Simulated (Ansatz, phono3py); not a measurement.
# Heat carried by phonons in SrCl2 (Fm-3m), part 2 of 6

How well does the lattice of SrCl2 conduct heat?

What experiment has found for this phase:
- thermal conductivity 2.3 W/m/K near room temperature (given in “Predicting the lattice thermal conductivity of solids by solving the Boltzmann transport equation: AFLOW - AAPL an automated, accurate and efficient framework”, 2017, arXiv:1611.05481)

Ansatz 0.2.0; DFT RPBE, scalar-relativistic, plane waves, PAW; PAW set soft_1.

So far. Step 2 (Probe on a coarse mesh): The start is under 3.0 GPa at this level and looks like an insulator or semiconductor on this mesh.

## Step 4: A second relaxation

The relaxation is run once more from where the first one ended, as the script does after a large change of volume or of the gap, with mesh and occupations reviewed.

File input.yaml:

```yaml
crystal:
  lattice:
    - [0.0, 3.5898407609, 3.5898407609]
    - [3.5898407609, 0.0, 3.5898407609]
    - [3.5898407609, 3.5898407609, 0.0]
  atoms:
    - { symbol: Sr, position: [0.0, 0.0, 0.0] }
    - { symbol: Cl, position: [0.25, 0.25, 0.25] }
    - { symbol: Cl, position: [0.75, 0.75, 0.75] }
kpoints:
  mp_grid: { grid: [6, 6, 6] }
hamiltonian:
  xc: rpbe
  pseudopotentials: { kind: paw, azcp: { folder: soft_1 } }
scf:
  occupations: { method: gaussian, width: 0.02 }
  lower_state_search: "off"
output:
  forces: true
  stress: true
  eigenvalues: true
  write_density: true
  write_potential: true
  elf: true
  volumetric_format: npy
relax:
  adjacent_minimum: "off"
  f_tol: 0.005
  max_steps: 80
  cell: { stress_tol: 0.05 }
```

Command:

```console
$ ansatz run input.yaml --threads 8 --pin off --max-ram 19456MiB --backend cpu --events-out ev --progress --plain --runs-dir out
```

Numbers of over 12 decimals in the logs are rounded to 6 here.

The program printed:

```text
[...]
Crystal: 3 atoms, lattice volume = 92.524 Å³
Basis set: ecut = 420 eV, 1807 PW (Γ), exchange–correlation on 72×72×72 points (8 copies of the dense FFT grid, shifted against one another)
Bands: 16, of which v1, the nominal top of the filled ones, is band 12 counted from 1 (11 counted from 0)
Symmetry: 48 space group operations
[...]
k-points: 16 of 216
[...]
SCF iter   1: F=—  HF=-5725.877661 eV  |F-HF|=—  |Δ(HF+E_count)|=         —  Δρ=3.77e-2  dr2=2.34e0  ethr=3.10e-3  ⟨swp⟩=9.6  Hψ=1980  notcnv=0
[...]
SCF iter   7: F=-5725.011706 eV  HF=-5725.011706 eV  |F-HF|=3.58e-8  |Δ(HF+E_count)|=   4.07e-7  Δρ=1.01e-5  dr2=7.19e-8  ethr=4.17e-10  ⟨swp⟩=12.3  Hψ=2612  notcnv=0
SCF 1 converged in 7 iterations: F = -5725.011706 eV  dr2 = 7.19e-8
[...]
relax step   1: F+E_penalty+E_count = -5725.01170644 eV  Δ(F+E_penalty+E_count) = +0.000e0 eV  max|allowed force component| = 8.674e-19 eV/Å  Δτ_max = 0.0000 Å  P = +0.032 GPa  Ω = 92.524 Å³  (7 SCF iters, dr2 threshold 1.00e-7 eV, accepted)
[...]
SCF iter   4: F=-5725.011706 eV  HF=-5725.011706 eV  |F-HF|=4.46e-11  |Δ(HF+E_count)|=   1.13e-9  Δρ=2.22e-7  dr2=1.81e-11  ethr=1.00e-12  ⟨swp⟩=7.1  Hψ=1700  notcnv=0
SCF 2 converged in 4 iterations: F = -5725.011706 eV  dr2 = 1.81e-11
relax step   2: F+E_penalty+E_count = -5725.01170646 eV  Δ(F+E_penalty+E_count) = -2.108e-8 eV  max|allowed force component| = 6.746e-19 eV/Å  Δτ_max = 0.0000 Å  P = +0.032 GPa  Ω = 92.524 Å³  stress off target by 3.21e-2 GPa  SCF on the basis re-selected at this cell (its energy is not comparable with the rows above)  (4 SCF iters)
[...]
SCF converged after 4 iterations
Free energy (F): -5725.011706 eV
[...]
Internal energy: -5725.011706 eV  (E = F + TS)
E sigma→0 (E₀):  -5725.011706 eV
Fermi energy:    5.116956 eV
[...]
--- Stress (GPa, compression-positive) ---
        0.032082       0.000000      -0.000000
       -0.000000       0.032082      -0.000000
       -0.000000      -0.000000       0.032082
  P = ⅓ Tr σ = 0.0321 GPa (0.321 kbar)
--- Band table (eV; the first three rows and the last of 16) ---
  k-point 0: bands = [... 8 lower, 0.6450, 2.1532, 2.1532, 2.1532, 7.7852, 8.7167, 8.7167, 11.3199]
  k-point 1: bands = [... 8 lower, 0.7922, 1.8925, 2.0303, 2.0303, 8.3272, 8.8819, 8.8819, 10.4101]
  k-point 2: bands = [... 8 lower, 1.0733, 1.4531, 1.7473, 1.7473, 9.1483, 9.1483, 9.2745, 10.2460]
  k-point 15: bands = [... 8 lower, 1.0925, 1.7430, 2.1704, 2.3905, 8.6034, 9.4538, 9.6900, 9.7579]
--- Relaxed structure (1 steps of the walk, 1 accepted, 1 SCFs on fresh bases) ---
[...]
cell:  # Å, volume = 92.5242 Å³
    - [0.0, 3.5898407609, 3.5898407609]
    - [3.5898407609, 0.0, 3.5898407609]
    - [3.5898407609, 3.5898407609, 0.0]
  atoms:
    - { symbol: Sr, position: [0.0, 0.0, 0.0] }
    - { symbol: Cl, position: [0.25, 0.25, 0.25] }
    - { symbol: Cl, position: [0.75, 0.75, 0.75] }
```

It took 1.4 s on 8 threads of Arm Neoverse N1, shared host; peak memory 0.38 GiB.

Little changed from the start: no atom moved by 0.005 Å and no cell edge by 0.1 %.

Electrostatic potential energy in the ac plane of a cell with a along [110], b along [-110] and c along [001] of the cube at fractional y = 0.000, with atoms of Sr and Cl within 0.2 Å of it. With pseudopotentials it is smooth inside the atoms' cores, unlike the true potential.

Ten even steps from '0' (-76 eV) to '9' (9 eV), each cell a mean:
```
00689999999860002799999999720
24799999999974236899999999862
78899987899988778999877899987
99999755579999999998655689999
99999644469999999998544589999
99999644469999999998544589999
99999865689999999999755799999
99999998999999999999999999999
99999999999999999999999999999
99999999999999999999999999999
99999999999999999999999999999
99999999999999999999999999999
99999987899999999999877899999
99999755579999999998655689999
99999644469999999998544589999
99999644469999999998544589999
88999865689998889999755799998
57899998999987567899999999876
02789999999872004899999999840
00589999999850002799999999720
```
Columns run along a (10.2 Å; values clipped at the 3rd and 97th percentile), rows up along c (7.2 Å), edges of the conventional cell, whose origin can differ from the input's. Atoms in or near the plane, at fractional coordinates: Sr at (0.00, 0.00), Sr at (0.50, 0.00), Cl at (0.25, 0.25), Cl at (0.75, 0.25), Cl at (0.25, 0.75), Cl at (0.75, 0.75).

Valence density in the ac plane of a cell with a along [110], b along [-110] and c along [001] of the cube at fractional y = 0.000, with atoms of Sr and Cl within 0.2 Å of it. It is the smooth field of the valence electrons, not physical close to the nuclei.

Ten even steps from '0' (0.0 e/Å³) to '9' (2.5 e/Å³), each cell a mean:
```
89410000000149897200000000279
85200011100026874100011000147
21000134310001221001233210012
00001366631000000002566520000
00001553551000000013633631000
00001464641000000003655620000
00001255520000000001455310000
00000112110000000000122100000
00000000000000000000000000000
00000000000000000000000000000
00000000000000000000000000000
00000011100000000000011000000
00000134310000000001233210000
00001366631000000002566520000
00001553551000000013633631000
00001464641000000013655630000
10001255521000100001455410000
53100122210013542000122100024
98300000000038995100000000159
79510000000159688200000000288
```
Columns run along a (10.2 Å), rows up along c (7.2 Å), edges of the conventional cell, whose origin can differ from the input's. Atoms in or near the plane, at fractional coordinates: Sr at (0.00, 0.00), Sr at (0.50, 0.00), Cl at (0.25, 0.25), Cl at (0.75, 0.25), Cl at (0.25, 0.75), Cl at (0.75, 0.75).

ELF in the ac plane of a cell with a along [110], b along [-110] and c along [001] of the cube at fractional y = 0.000, with atoms of Sr and Cl within 0.2 Å of it. It is the smooth field of the valence electrons, not physical close to the nuclei.

Ten even steps from '_' (0.00) to '@' (0.87), each cell a mean:
```
==%%@@==__..::::::..__==@@%%==**@@##..__..::::..__..##@@++
@@@@##..::++##%%##++::::##@@@@@@@@==..--##%%####==..==%%@@
%%**::..++@@@@@@@@@@++..::**%%##==..--%%@@@@@@@@##--..==##
::..__--%%@@@@%%@@@@%%--__..::..__..**@@@@%%%%@@@@**..__::
____..**@@@@**--**@@@@++..________--%%@@%%====%%@@%%--____
____..**@@@@##++##@@@@**..________==%%@@%%****@@@@%%--____
____..++%%@@@@@@@@@@%%++..________--**@@@@@@@@@@@@**--____
______--**%%@@@@@@%%**--__________..==##%%@@@@%%##==..____
______..::==++++++==::______________..--==++++==--..______
______________..__________________________..______________
__________..::::::....________________..::::::::..________
______..==**##%%##**==::__________..--++########++--..____
____..==##@@@@@@@@@@##==..________::++%%@@@@@@@@%%++::____
____..++%%@@@@%%%%@@%%++..________--##@@@@%%%%@@@@##--____
____..**@@@@**--**@@@@**..________==%%@@%%====%%@@%%--____
____..++@@@@##++%%@@@@++__________::##@@@@****@@@@##::____
++--..::##@@@@@@@@@@##::..--++==::..++@@@@@@@@@@@@++....==
@@%%==..==%%@@@@@@%%--..==%%@@@@##::::**%%@@@@@@**..::##@@
##@@%%--..--++++++--..--%%@@##%%@@**..::==++++==....**@@%%
..##@@++______..______++@@##..==@@##::____..______::%%@@==
```
Columns run along a (10.2 Å), rows up along c (7.2 Å), edges of the conventional cell, whose origin can differ from the input's. Atoms in or near the plane, at fractional coordinates: Sr at (0.00, 0.00), Sr at (0.50, 0.00), Cl at (0.25, 0.25), Cl at (0.75, 0.25), Cl at (0.25, 0.75), Cl at (0.75, 0.75).

## Step 5: Relaxing to small residual forces and stress

The thresholds are tightened for a last relaxation ahead of the phonons, and where mesh or smearing change with them the cell follows.

input.yaml, the sections that differ from step 4:

```yaml
scf:
  occupations: { method: fixed }
  lower_state_search: "off"
output:
  forces: true
  stress: true
  eigenvalues: true
relax:
  adjacent_minimum: "off"
  f_tol: 0.001
  max_steps: 60
  cell: { stress_tol: 0.01 }
# crystal, kpoints, hamiltonian: as in step 4
```

The program printed:

```text
[...]
Crystal: 3 atoms, lattice volume = 92.524 Å³
Basis set: ecut = 420 eV, 1807 PW (Γ), exchange–correlation on 72×72×72 points (8 copies of the dense FFT grid, shifted against one another)
Bands: 16, of which v1, the nominal top of the filled ones, is band 12 counted from 1 (11 counted from 0)
Symmetry: 48 space group operations
[...]
k-points: 16 of 216
[...]
k-point 15: bands = [... 8 lower, 1.0866, 1.7364, 2.1633, 2.3830, 8.5952, 9.4437, 9.6802, 9.7477]
--- Relaxed structure (2 steps of the walk, 2 accepted, 1 SCFs on fresh bases) ---
[...]
cell:  # Å, volume = 92.6070 Å³
    - [0, 3.590910, 3.590910]
    - [3.590910, 0, 3.590910]
    - [3.590910, 3.590910, 0]
  atoms:
    - { symbol: Sr, position: [0, 0, 0] }
    - { symbol: Cl, position: [0.25, 0.25, 0.25] }
    - { symbol: Cl, position: [0.750000, 0.750000, 0.750000] }
[key lines of the parts left out:]
SCF converged after 5 iterations
Free energy (F): -5725.011716 eV
Fermi energy:    2.441081 eV
P = ⅓ Tr σ = 0.0068 GPa (0.068 kbar)
```

Elapsed: 1.8 s, on 8 threads; peak memory 0.37 GiB.

Little changed from the start: no atom moved by 0.005 Å and no cell edge by 0.1 %.

This step gave:

| Property | Result |
| --- | --- |
| pressure | 0.006752 GPa |
| gap on the k-mesh | 5.333 eV |
| volume per atom | 30.87 Å³/atom |

The residual pressure is 0.0068 GPa, small enough for phonons.

## Step 6: A faulty attempt

This input was changed on purpose, to see how the program answers.

File input.yaml:

```yaml
crystal:
  lattice:
    - [0.0, 3.5909104527, 3.5909104527]
    - [3.5909104527, 0.0, 3.5909104527]
    - [3.5909104527, 3.5909104527, 0.0]
  atoms:
    - { symbol: Sr, position: [0.0, 0.0, 0.0] }
    - { symbol: Cl, position: [0.25, 0.25, 0.25] }
    - { symbol: Cl, position: [0.75, 0.75, 0.75] }
kpoints:
  mp_grid: { grid: [4, 4, 4] }
hamiltonian:
  xc: rpbe
  pseudopotentials: { kind: paw, azcp: { folder: soft_1 } }
scf:
  occupations: { method: fixed }
  lower_state_search: "off"
  max_iter: 50
output:
  eigenvalues: true
phonons:
  supercell: [2, 2, 2]
  dielectric: false
  third_order: { supercell: [2, 2, 2], pair_cutoff: 3.26 }
  lattice_thermal_conductivity:
    qmesh: [7, 8, 9]
    temperatures: [300]
    isotope_mass_variance:
      - { species: Cl, variance: 0.0005827 }
      - { species: Sr, variance: 6.1e-05 }
```

The program printed:

```text
Error: invalid value for `phonons.lattice_thermal_conductivity.qmesh`: [7, 8, 9] is not mapped onto itself by every operation of the crystal's point group, which phonons.lattice_thermal_conductivity requires of this mesh (its Boltzmann solve uses the whole point group); the smallest at or above it that is: [9, 9, 9]
```

It took 0.15 s on 8 threads; peak memory 0.093 GiB.

The program refused the input before any cycle.

The program's message: “Error: invalid value for `phonons.lattice_thermal_conductivity.qmesh`: [7, 8, 9] is not mapped onto itself by every operation of the crystal's point group, which phonons.lattice_thermal_conductivity r …”

The fault put into the input: a q mesh that breaks the point group.

(Part 2 of 6 ends here.)

[Logs are printed without paths, hosts, clocks, repeated set-up lines and the standing remarks that a program may print on its own settings, such as how far it seeks lower states.]

[Hosts, paths, dates, database ids (printed as entryN), source tags and the programs' standing remarks are cut or masked in the printed files.]

[A step with changed settings may run another functional than the one named; its input shows which.]

[Pressures of single members of a volume series are the stress at the run's cutoff; with an incomplete basis they can lie off −dE/dV of the same runs, and they are not shown converged.]
